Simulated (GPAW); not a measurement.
# Core-hole calculation of the P K edge in zinc-blende (GaP)₁₋ₓ(InP)ₓ at x = 0.875, part 2 of 2

Aim: the P K edge in zinc-blende (GaP)₁₋ₓ(InP)ₓ at x = 0.875, one member of a composition series.

GPAW 26.7.0; X-ray absorption from dipole matrix elements to empty bands, plane-wave PAW LDA.

So far. Step 3 (The field without a hole): The mesh shows a gap of 0.46 eV. The excited electron is kept all the same, so that all members of the series, with or without a gap, are treated alike.

## Step 5: Spectrum with XCH, P atom 2

The holes are 8.2 Å apart. In GPAW the data set carries the hole's charge, so charge=0 means a charged cell and charge=-1 a neutral one. The excited electron is kept in the cell, where it fills the lowest empty states and screens the hole. After the field has converged, empty bands are computed with the density fixed and the dipole matrix elements are summed.

The absorber has 4 In at 2.52 Å (tetrahedral).

Input file xas.py:

```python
import numpy as np
from ase import Atoms
from ase.parallel import parprint, paropen
from gpaw import GPAW, PW, FermiDirac, Mixer, MixerDif, setup_paths
from gpaw.test import gen
setup_paths.insert(0, '.')
gen('P', name='fch1s', xcname='LDA', corehole=(1, 0, 1), write_xml=True)
from gpaw.mpi import world
world.barrier()

atoms = Atoms('InPInPInPGaPInPInPInPInP',
    cell=[[0, 5.81675, 5.81675],
     [5.81675, 0, 5.81675],
     [5.81675, 5.81675, 0]],
    scaled_positions=[[0.0003313, 0.9990308, 0.9978827],
     [0.1254856, 0.124545, 0.122753],
     [0.9998954, 0.0008444, 0.497741],
     [0.1208932, 0.1386895, 0.6184803],
     [0.9997774, 0.499727, 0.0000785],
     [0.1200183, 0.6195817, 0.1393002],
     [0.9995725, 0.4995644, 0.5003971],
     [0.1188541, 0.6209617, 0.6202845],
     [0.5002104, 0.9997056, 0.0000422],
     [0.6249594, 0.1245508, 0.1248655],
     [0.5005069, 0.9966627, 0.500315],
     [0.6247418, 0.1227549, 0.6252326],
     [0.4993512, 0.5000106, 0.9988667],
     [0.6244704, 0.6249112, 0.124056],
     [0.4983946, 0.4979253, 0.4992391],
     [0.6387164, 0.6174316, 0.6196014]],
    pbc=True)
atoms.calc = calc = GPAW(legacy_gpaw=True, mode=PW(400, force_complex_dtype=True), xc='LDA', setups={1: 'fch1s'},
    kpts={'size': (3, 3, 3), 'gamma': True}, occupations=FermiDirac(0.04),
    charge=-1, mixer=Mixer(0.1, 5, 50), maxiter=150,
    convergence={'density': 0.0001, 'eigenstates': 1e-6}, txt='scf.txt')
energy = atoms.get_potential_energy() + calc.get_reference_energy()
ef = calc.get_fermi_level()
out = dict(energy=energy, fermi=ef, forces=atoms.get_forces().tolist())
parprint(f'all-electron energy {energy:.4f} eV, Fermi level {ef:.4f} eV')
ev = np.array([[calc.get_eigenvalues(k, s) for k in range(len(calc.get_ibz_k_points()))] for s in range(calc.get_number_of_spins())])
out['homo'], out['lumo'], out['counts'] = ev[ev < ef].max(), ev[ev > ef].min(), sorted(set((ev < ef).sum((0, 2)).tolist()))
out['filled'] = (ev[:, 0] < ef).sum(1).tolist()

from ase.units import Ha
from gpaw.xas import dipole_matrix_elements
nb = int(calc.get_number_of_electrons() / 2) + 201
top, nb = nb, nb + 8 + nb // 12
nscf = calc.fixed_density(kpts={'size': (4, 4, 4), 'gamma': True}, nbands=nb,
    convergence={'bands': top, 'eigenstates': 5e-3}, maxiter=60, txt='nscf.txt')
cell = atoms.cell.array
ops = [cell.T @ U.T @ np.linalg.inv(cell.T) for U in nscf.wfs.kd.symmetry.op_scc]
filled = [67]  # bands filled in the ground state, by spin
E = np.arange(-6, 30, 0.1)
fwhm = np.interp(E, [4, 25], [0.9, 3.5])
Y, X, zero, highest = 0, 0, 1e9, 1e9
for spin in range(nscf.get_number_of_spins()):
    wfs = nscf.wfs
    mine = wfs.bd.get_slice()  # this rank's bands
    A = dipole_matrix_elements(wfs.setups[1])
    eps = np.zeros((wfs.kd.nibzkpts, nb))
    d = np.zeros((3, A.shape[1], wfs.kd.nibzkpts, nb), complex)
    for kpt in wfs.kpt_u:
        if kpt.s == spin and 1 in kpt.P_ani:
            eps[kpt.k, mine] = kpt.eps_n * Ha
            d[:, :, kpt.k, mine] = (kpt.weight * wfs.nspins / 2) ** 0.5 * np.inner(A, kpt.P_ani[1])
    world.sum(eps)
    world.sum(d)
    T = np.einsum('amkn,bmkn->abkn', d, d.conj()).real
    T = sum(np.einsum('ai,ijkn,bj->abkn', R, T, R) for R in ops) / len(ops)
    empty = np.ones_like(eps, bool) & (np.arange(nb) >= filled[spin])
    zero, highest = min(zero, eps[empty].min()), min(highest, eps[:, top - 1].min())
    lines = [(eps, T, empty)] if spin == 0 else lines + [(eps, T, empty)]
for eps, T, empty in lines:
    f = np.einsum('aakn->akn', T).reshape(3, -1)
    x = eps.ravel() - zero
    w = np.interp(x, E, fwhm) / 2.35482
    g = np.exp(-0.5 * ((E[:, None] - x) / w) ** 2) / (w * (2 * np.pi) ** 0.5)
    Y = Y + (f * empty.ravel()) @ g.T
    X = X + (f * ~empty.ravel()) @ g.T
out.update(E=E.round(2).tolist(), xas=Y.tolist(), xes=X.tolist(), zero=zero, valid=highest - zero, nk=len(eps), nb=nb)
for i in range(0, len(E), 10):
    parprint(f'{E[i]:7.2f}', *(f'{v:10.3e}' for v in Y[:, i]))
import json
with paropen('out.json', 'w') as f:
    json.dump(out, f)
```

Run with:

```
$ OMP_NUM_THREADS=1 mpirun -n 4 gpaw python xas.py
```

Numbers of over 12 decimals in the logs are rounded to 6 here.

Output:

```text
Input parameters:
  charge: -1
  convergence: {density: 0.0001,
                eigenstates: 1e-06}
  kpts: {gamma: True,
         size: (3, 3, 3)}
  maxiter: 150
  mixer: {backend: pulay,
          beta: 0.1,
          method: separate,
          nmaxold: 5,
          weight: 50}
  mode: {ecut: 400.0,
         force_complex_dtype: True,
         name: pw}
  occupations: {fixmagmom: False,
                name: fermi-dirac,
                width: 0.04}
  setups: {1: fch1s}

Initialize ...

[... PAW data sets ...]

Reference energy: -1243671.374364  # eV

Spin-paired calculation

[... convergence settings ...]
Symmetries present (total): 1
  [... symmetry matrices ...]

27 k-points: 3 x 3 x 3 Monkhorst-Pack grid
14 k-points in the irreducible part of the Brillouin zone
       k-points in crystal coordinates                weights
   0:     0.00000000    0.00000000    0.00000000          1/27
   1:     0.00000000    0.00000000    0.33333333          2/27
   2:     0.00000000    0.33333333   -0.33333333          2/27
   3:     0.00000000    0.33333333    0.00000000          2/27
   4:     0.00000000    0.33333333    0.33333333          2/27
   5:     0.33333333   -0.33333333   -0.33333333          2/27
   6:     0.33333333   -0.33333333    0.00000000          2/27
   7:     0.33333333   -0.33333333    0.33333333          2/27
   8:     0.33333333    0.00000000   -0.33333333          2/27
   9:     0.33333333    0.00000000    0.00000000          2/27
          ...
  13:     0.33333333    0.33333333    0.33333333          2/27

Wave functions: Plane wave expansion
  Cutoff energy: 400.000 eV
  Number of coefficients (min, max): 7119, 7150
  Pulay-stress correction: 0.000000 eV/Ang^3 (de/decut=0.000000)
  Using FFTW library
  Wavefunction extrapolation:
    Improved wavefunction reuse through dual PAW basis

Occupation numbers: Fermi-Dirac:
  width: 0.0400  # eV

Eigensolver
   Davidson(niter=2)

Densities:
  Coarse grid: 40*40*40 grid
  Fine grid: 80*80*80 grid
  Total Charge: 0.000000

Density mixing:
  Method: separate
  Backend: pulay
  Linear mixing parameter: 0.1
  old densities: 5
  Width of damping distribution: 1.1
  Damping of long wavelength oscillations: 50

[... Hamiltonian set-up ...]
Number of atoms: 16
Number of atomic orbitals: 99
Number of bands in calculation: 85
Number of valence electrons: 135
Bands to converge: occupied

... initialized

Initializing position-dependent things.

Density initialized from atomic densities
Creating initial wave functions:
  85 bands from LCAO basis set

                       Ga

              In         P  In
               In  In         In
                P
                     In            In
                  P

         P             P

               P
                P

       P

Atomic positions and initial magnetic moments

Positions:
   0 In    11.615547    5.806361    5.813039    ( 0.0000,  0.0000,  0.0000)
   1 P      1.438471    1.443942    1.454365    ( 0.0000,  0.0000,  0.0000)
   2 In     2.900147    8.711377    5.821053    ( 0.0000,  0.0000,  0.0000)
   3 P      4.404267    4.300751    1.509928    ( 0.0000,  0.0000,  0.0000)
   4 In     2.907244    5.815912    8.722242    ( 0.0000,  0.0000,  0.0000)
   5 P      4.414226    1.508391    4.302068    ( 0.0000,  0.0000,  0.0000)
   6 Ga     5.816526    8.724948    8.720105    ( 0.0000,  0.0000,  0.0000)
[...]
13 P      4.356555    4.353991    7.267340    ( 0.0000,  0.0000,  0.0000)
  14 In     5.800256    5.802986    5.795344    ( 0.0000,  0.0000,  0.0000)
  15 P      7.195512    7.319320    7.306699    ( 0.0000,  0.0000,  0.0000)

Unit cell:
           periodic     x           y           z      points  spacing
  1. axis:    yes    0.000000    5.816750    5.816750    40     0.1679
  2. axis:    yes    5.816750    0.000000    5.816750    40     0.1679
  3. axis:    yes    5.816750    5.816750    0.000000    40     0.1679

  Lengths:   8.226127   8.226127   8.226127
  Angles:   60.000000  60.000000  60.000000

Effective grid spacing dv^(1/3) = 0.1832

iter:   1   -95.805915
iter:   2   -92.827451   -1.52  -1.11
iter:   3   -89.359777   -1.17  -1.17
iter:   4   -89.673547   -1.93  -1.43
iter:   5   -89.155973   -2.23  -1.43
iter:   6   -89.031608   -2.37  -1.86
iter:   7   -89.014739   -3.48  -2.20
iter:   8   -89.014348c  -4.33  -2.81
iter:   9   -89.013510c  -4.71  -2.83
iter:  10   -89.013403c  -5.59  -3.14
iter:  11   -89.013347c  -5.77  -3.26
iter:  12   -89.013303c  -6.06c -3.42
iter:  13   -89.013279c  -6.52c -3.52
iter:  14   -89.013279c  -6.77c -3.63
iter:  15   -89.013281c  -6.92c -4.11c

Converged after 15 iterations.

Dipole moment: (-19.511833, -21.944809, -21.785258) |e|*Ang

Energy contributions relative to reference atoms: (reference = -1243671.374364)

Kinetic:       +184.832532
Potential:     -174.606526
External:        +0.000000
XC:            -101.170188
Entropy (-ST):   -0.014349
Local:           +1.938076
SIC:             +0.000000
--------------------------
Free energy:    -89.020456
Extrapolated:   -89.013281

Showing only first 2 kpts
 Kpt  Band  Eigenvalues  Occupancy
  0    65      4.55178    2.00000
  0    66      4.55290    2.00000
  0    67      4.82745    2.00000
  0    68      5.53922    1.99999

  1    65      4.24143    2.00000
  1    66      4.25663    2.00000
  1    67      5.80087    1.99212
[...]
Fermi level: 6.02216

No gap
No difference between direct/indirect transitions

Forces in eV/Ang:
  0 In   -0.43618   -0.37232   -0.37570
  1 P     0.01017   -0.01018   -0.01182
  2 In    0.37561    0.46583   -0.38724
  3 P     0.01804   -0.00615    0.09791
  4 In    0.36842   -0.38881    0.44777
  5 P     0.01735    0.10033   -0.01166
  6 Ga    0.03499   -0.05912   -0.05158
[...]
13 P    -0.00724    0.01485   -0.11563
 14 In    0.12774    0.05848    0.06134
 15 P    -0.00251    0.00386    0.01991
Scalar-relativistic atomic LDA calculation for P (Phosphorus, Z=15)
Core hole in 1s state (1s occupation: 1.0)
450 radial gridpoints.
|------------------------------------------------|
|------------------------------------------------|
[... the atom generator's iteration count ...]

Energy contributions:
-------------------------
Kinetic:     +261.768075
XC:           -17.966184
Potential:   -505.274962
-------------------------
Total:       -261.473071

state      eigenvalue         ekin         rmax
-----------------------------------------------
1s^1.0 :   -82.316117   109.824186        0.067
2s^2.0 :    -7.841975    17.549438        0.402
2p^6.0 :    -6.203561    17.373857        0.327
3s^2.0 :    -0.984498     2.880452        1.418
3p^3.0 :    -0.625684     2.280322        1.541
-----------------------------------------------
(units: Bohr and Hartree)

Generating PAW setup
Kinetic energy of the core from tauc = 249.749155
Cutoffs:
rc(s)=1.800
rc(p)=1.800
rc(d)=1.800
rc(vbar)=1.620
rc(comp)=1.800
rc(nct)=1.800

Kinetic energy of the core states: 249.166204
Charge: 1.0
Core electrons: 9.0
Valence electrons: 5.0
Pseudo-core charge: 0.082129
Shape function alpha=3.086
Pseudo-electron charge 5.474914
state    eigenvalue         norm
--------------------------------
3s(2) :    -0.984498     1.193424
*s    :     0.015502
3p(3) :    -0.625684     1.001979
*p    :     0.374316
*d    :     0.000000
--------------------------------

Diagonalizing with gridspacing h=0.050

state   all-electron     PAW
-------------------------------
3s:      -0.984498    -0.984928
3p:      -0.625684    -0.626173
*d:                   -0.152187
*f:                   -0.017358
-------------------------------
all-electron energy -1243760.3876 eV, Fermi level 6.0222 eV
[...]
27.00  3.327e-06  3.322e-06  3.320e-06
  28.00  3.107e-06  3.096e-06  3.099e-06
  29.00  3.342e-06  3.329e-06  3.334e-06
```

Run time: 10 min. Hardware: 4 MPI ranks of Arm Neoverse V1, shared host; peak memory 0.91 GiB; 40 min of CPU time.

The P K spectrum, P atom 2, excited-electron core hole (neutral cell) (energy from the bottom of the conduction band, which holds the excited electron; intensity scaled to a mean of 1 over the first 20 eV):

```csv
E (eV),intensity
-2.00,0.00
-1.25,0.00
-0.50,0.00
0.25,0.05
1.00,0.59
1.75,1.68
2.50,1.73
3.25,1.41
4.00,2.17
4.75,1.40
5.50,1.21
6.25,1.55
7.00,1.30
7.75,1.11
8.50,1.02
9.25,0.68
10.00,0.53
10.75,0.61
11.50,0.79
12.25,0.97
13.00,1.07
13.75,1.07
14.50,0.99
15.25,0.88
16.00,0.76
16.75,0.65
17.50,0.58
18.25,0.58
19.00,0.63
19.75,0.70
20.50,0.74
21.25,0.76
22.00,0.80
22.75,0.90
23.50,1.02
24.25,1.10
25.00,1.12
25.75,1.06
26.50,0.97
27.25,0.88
28.00,0.85
```

Main maxima below 24 eV (height): 2.1 eV (1.79), 3.9 eV (2.19), 6.4 eV (1.58) and 13.3 eV (1.08). A K edge sees empty p states on the absorber.

The total-energy difference is 2146.91 eV. One term is added: -15.84 eV, since the hole is spin-paired here and a spin-polarised one costs that much less in the free atom (computed apart). The photon energy is then 2131.07 eV. The functional leaves an error in such absolute values: in the free atom LDA prices this hole 8.5 eV below PBE (computed apart), and PBE is itself good to a few eV.

## Step 6: Cell without a hole, the energy reference

The absorbing element, whose data set is made anew, changes for the next run, so it gets a reference energy of its own.

Input file scf.py:

```python
import numpy as np
from ase import Atoms
from ase.parallel import parprint, paropen
from gpaw import GPAW, PW, FermiDirac, Mixer, MixerDif, setup_paths
from gpaw.test import gen
setup_paths.insert(0, '.')
gen('Ga', name='nch1s', xcname='LDA', corehole=(1, 0, 0), write_xml=True)
from gpaw.mpi import world
world.barrier()

atoms = Atoms('InPInPInPGaPInPInPInPInP',
    cell=[[0, 5.81675, 5.81675],
     [5.81675, 0, 5.81675],
     [5.81675, 5.81675, 0]],
    scaled_positions=[[0.0003313, 0.9990308, 0.9978827],
     [0.1254856, 0.124545, 0.122753],
     [0.9998954, 0.0008444, 0.497741],
     [0.1208932, 0.1386895, 0.6184803],
     [0.9997774, 0.499727, 0.0000785],
     [0.1200183, 0.6195817, 0.1393002],
     [0.9995725, 0.4995644, 0.5003971],
     [0.1188541, 0.6209617, 0.6202845],
     [0.5002104, 0.9997056, 0.0000422],
     [0.6249594, 0.1245508, 0.1248655],
     [0.5005069, 0.9966627, 0.500315],
     [0.6247418, 0.1227549, 0.6252326],
     [0.4993512, 0.5000106, 0.9988667],
     [0.6244704, 0.6249112, 0.124056],
     [0.4983946, 0.4979253, 0.4992391],
     [0.6387164, 0.6174316, 0.6196014]],
    pbc=True)
atoms.calc = calc = GPAW(legacy_gpaw=True, mode=PW(400, force_complex_dtype=True), xc='LDA', setups={6: 'nch1s'},
    kpts={'size': (3, 3, 3), 'gamma': True}, occupations=FermiDirac(0.02),
    charge=0, mixer=Mixer(0.1, 5, 50), maxiter=150,
    convergence={'density': 0.0001, 'eigenstates': 1e-6}, txt='scf.txt')
energy = atoms.get_potential_energy() + calc.get_reference_energy()
ef = calc.get_fermi_level()
out = dict(energy=energy, fermi=ef, forces=atoms.get_forces().tolist())
parprint(f'all-electron energy {energy:.4f} eV, Fermi level {ef:.4f} eV')
ev = np.array([[calc.get_eigenvalues(k, s) for k in range(len(calc.get_ibz_k_points()))] for s in range(calc.get_number_of_spins())])
out['homo'], out['lumo'], out['counts'] = ev[ev < ef].max(), ev[ev > ef].min(), sorted(set((ev < ef).sum((0, 2)).tolist()))
out['filled'] = (ev[:, 0] < ef).sum(1).tolist()
import json
with paropen('out.json', 'w') as f:
    json.dump(out, f)
```

Run with:

```
$ OMP_NUM_THREADS=1 mpirun -n 4 gpaw python scf.py
```

Output:

```text
Input parameters:
  convergence: {density: 0.0001,
                eigenstates: 1e-06}
  kpts: {gamma: True,
         size: (3, 3, 3)}
  maxiter: 150
  mixer: {backend: pulay,
          beta: 0.1,
          method: separate,
          nmaxold: 5,
          weight: 50}
  mode: {ecut: 400.0,
         force_complex_dtype: True,
         name: pw}
  occupations: {fixmagmom: False,
                name: fermi-dirac,
[...]
4s(2) :    -0.336865     1.140380
*s    :     0.663135
4p(1) :    -0.100461     1.012264
*p    :     0.899539
*d    :     0.000000
--------------------------------

Diagonalizing with gridspacing h=0.050

state   all-electron     PAW
-------------------------------
4s:      -0.336865    -0.337024
4p:      -0.100461    -0.100552
*d:                    0.030615
*f:                    0.065359
-------------------------------
all-electron energy -1245907.2938 eV, Fermi level 4.9111 eV
[key lines of the parts left out:]
Converged after 14 iterations.
Dipole moment: (-19.374558, -21.855187, -21.703270) |e|*Ang
Free energy:    -78.358243
Fermi level: 4.91106
```

It took 82 s on 4 MPI ranks; peak memory 0.36 GiB.

Reference energy: -1245907.294 eV with the cores included.

## Step 7: Spectrum with XCH, Ga atom 7

The holes are 8.2 Å apart. The excited electron is kept in the cell, where it fills the lowest empty states and screens the hole. After the field has converged, empty bands are computed with the density fixed and the dipole matrix elements are summed.

The absorber has 4 P at 2.42 Å (tetrahedral).

Changes to xas.py since step 5:

```diff
@@ -6,3 +6,3 @@
 setup_paths.insert(0, '.')
-gen('P', name='fch1s', xcname='LDA', corehole=(1, 0, 1), write_xml=True)
+gen('Ga', name='fch1s', xcname='LDA', corehole=(1, 0, 1), write_xml=True)
 from gpaw.mpi import world
@@ -31,3 +31,3 @@
     pbc=True)
-atoms.calc = calc = GPAW(legacy_gpaw=True, mode=PW(400, force_complex_dtype=True), xc='LDA', setups={1: 'fch1s'},
+atoms.calc = calc = GPAW(legacy_gpaw=True, mode=PW(400, force_complex_dtype=True), xc='LDA', setups={6: 'fch1s'},
     kpts={'size': (3, 3, 3), 'gamma': True}, occupations=FermiDirac(0.04),
@@ -53,3 +53,3 @@
 E = np.arange(-6, 30, 0.1)
-fwhm = np.interp(E, [4, 25], [0.9, 3.5])
+fwhm = np.interp(E, [4, 25], [1.82, 3.5])
 Y, X, zero, highest = 0, 0, 1e9, 1e9
@@ -58,3 +58,3 @@
     mine = wfs.bd.get_slice()  # this rank's bands
-    A = dipole_matrix_elements(wfs.setups[1])
+    A = dipole_matrix_elements(wfs.setups[6])
     eps = np.zeros((wfs.kd.nibzkpts, nb))
@@ -62,5 +62,5 @@
     for kpt in wfs.kpt_u:
-        if kpt.s == spin and 1 in kpt.P_ani:
+        if kpt.s == spin and 6 in kpt.P_ani:
             eps[kpt.k, mine] = kpt.eps_n * Ha
-            d[:, :, kpt.k, mine] = (kpt.weight * wfs.nspins / 2) ** 0.5 * np.inner(A, kpt.P_ani[1])
+            d[:, :, kpt.k, mine] = (kpt.weight * wfs.nspins / 2) ** 0.5 * np.inner(A, kpt.P_ani[6])
     world.sum(eps)
```

Run with:

```
$ OMP_NUM_THREADS=1 mpirun -n 4 gpaw python xas.py
```

Output:

```text
Input parameters:
  charge: -1
  convergence: {density: 0.0001,
                eigenstates: 1e-06}
  kpts: {gamma: True,
         size: (3, 3, 3)}
  maxiter: 150
  mixer: {backend: pulay,
          beta: 0.1,
          method: separate,
          nmaxold: 5,
          weight: 50}
  mode: {ecut: 400.0,
         force_complex_dtype: True,
         name: pw}
  occupations: {fixmagmom: False,
[...]
*p    :     0.576803
*d    :     0.000000
--------------------------------

Diagonalizing with gridspacing h=0.050

state   all-electron     PAW
-------------------------------
4s:      -0.729245    -0.729478
4p:      -0.423197    -0.423398
*d:                   -0.111370
*f:                   -0.021469
-------------------------------
all-electron energy -1235525.9844 eV, Fermi level 5.9095 eV
[...]
28.00  1.097e-07  1.097e-07  1.096e-07
  29.00  9.491e-08  9.494e-08  9.495e-08
[key lines of the parts left out:]
Converged after 14 iterations.
Dipole moment: (-19.468248, -21.949651, -21.797512) |e|*Ang
Free energy:    -86.618656
Fermi level: 5.90952
```

Run time: 9.8 min. Hardware: 4 MPI ranks; peak memory 0.9 GiB; 39 min of CPU time.

The Ga K spectrum, Ga atom 7, excited-electron core hole (neutral cell) (energy from the bottom of the conduction band, which holds the excited electron; intensity scaled to a mean of 1 over the first 20 eV):

| E (eV) | intensity |
| --- | --- |
| -2.00 | 0.00 |
| -1.25 | 0.00 |
| -0.50 | 0.03 |
| 0.25 | 0.16 |
| 1.00 | 0.48 |
| 1.75 | 0.91 |
| 2.50 | 1.24 |
| 3.25 | 1.53 |
| 4.00 | 1.87 |
| 4.75 | 1.71 |
| 5.50 | 1.24 |
| 6.25 | 1.00 |
| 7.00 | 0.99 |
| 7.75 | 1.02 |
| 8.50 | 1.01 |
| 9.25 | 1.04 |
| 10.00 | 1.11 |
| 10.75 | 1.11 |
| 11.50 | 1.07 |
| 12.25 | 1.02 |
| 13.00 | 1.00 |
| 13.75 | 0.96 |
| 14.50 | 0.91 |
| 15.25 | 0.87 |
| 16.00 | 0.82 |
| 16.75 | 0.76 |
| 17.50 | 0.70 |
| 18.25 | 0.68 |
| 19.00 | 0.70 |
| 19.75 | 0.75 |
| 20.50 | 0.80 |
| 21.25 | 0.84 |
| 22.00 | 0.89 |
| 22.75 | 0.95 |
| 23.50 | 1.02 |
| 24.25 | 1.06 |
| 25.00 | 1.06 |
| 25.75 | 1.01 |
| 26.50 | 0.91 |
| 27.25 | 0.80 |
| 28.00 | 0.69 |
| 28.75 | 0.61 |

Main maxima below 28 eV (height): 4.2 eV (1.89), 10.4 eV (1.12) and 24.6 eV (1.06). 

The energy difference (zero at 10381 eV) isn't read as a photon energy: for so heavy an absorber the terms left out (the hole's spin, the functional's error) amount to tens of eV or more.

## Step 8: Outcome

```
absorber and edge                               : P K, atom 2 of the ground-state input (counted from 1)
surroundings                                    : 4 In at 2.52 Å (tetrahedral)
highest intensity below 16 eV                   : 3.9 eV above the zero, height 2.19
photon energy of the zero, with the added terms : 2131.1 eV (raw 2146.9 eV; LDA puts this hole about 8 eV below PBE, itself good to a few eV)
```

What this shows: The P K edge of atom 2, with 4 In at 2.52 Å (tetrahedral), has its highest intensity of the first 16 eV at 3.9 eV above the zero, near 2135 eV in photon energy (LDA puts this hole about 8 eV below PBE, itself good to a few eV), 2.2 times the mean level of the first 20 eV (Gaussian full width 0.9 eV up to 4 eV, rising linearly to 3.5 eV at 25 eV). The mesh is coarse (0.23 Å⁻¹ between points), so small maxima may be mesh ripples. Lifetime broadening is put in by hand, and intensities beyond about 20 eV depend on it and on the partial waves.

[Banner, clock and machine lines of the logs are left out without a mark of their own.]

[Logs are printed without paths, hosts, clocks, repeated set-up lines and the standing remarks that a program may print on its own settings, such as how far it seeks lower states.]

[Hosts, paths, dates, database ids (printed as entryN), source tags and the programs' standing remarks are cut or masked in the printed files.]

[Lists of maxima count a maximum above −3 eV only where it reaches 4 % of the highest in the window and stands out from its surroundings by 2 % of it (1.5 % where it reaches 55 %); shoulders and weaker maxima are passed over, and of the rest the first, up to two pre-edge ones and the few strongest are named.]
